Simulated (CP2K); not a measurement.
The O K edge of acrylic acid was computed by TDDFT (CP2K XAS_TDP, aug-cc-pVDZ, TDA) at these levels: PBE0, PBEh(45%) and PBEh(45%) + GW2X. The first three lines of O4 (bonded to C and H) with a strength over 0.0015, energy in eV and strength:

```
run           first          second           third
  1  530.01 (0.013)  531.42 (0.020)  533.31 (0.005)
  2  521.05 (0.009)  522.95 (0.010)  523.97 (0.002)
  3  535.24 (0.013)  536.65 (0.020)  538.54 (0.005)
```

**Question.** Which run is which?

Run 1: PBEh(45%) (45 % exact exchange). Run 2: PBE0 (25 % exact exchange). Run 3: PBEh(45%) + GW2X (45 % exact exchange). Self-interaction lifts the core level, so the uncorrected lines rise with the share of exact exchange. The GW2X run keeps the spacings of its parent: 1.41 eV between the first two lines in run 3, 1.41 eV in run 1. Its shift is +5.23 eV, since the Kohn–Sham level at this share of exchange lies that far above the quasiparticle level.

[Banner, clock and machine lines of the logs are left out without a mark of their own.]

[Logs are printed without paths, hosts, clocks, repeated set-up lines and the standing remarks that a program may print on its own settings, such as how far it seeks lower states.]

[Hosts, paths, dates, database ids (printed as entryN), source tags and the programs' standing remarks are cut or masked in the printed files.]
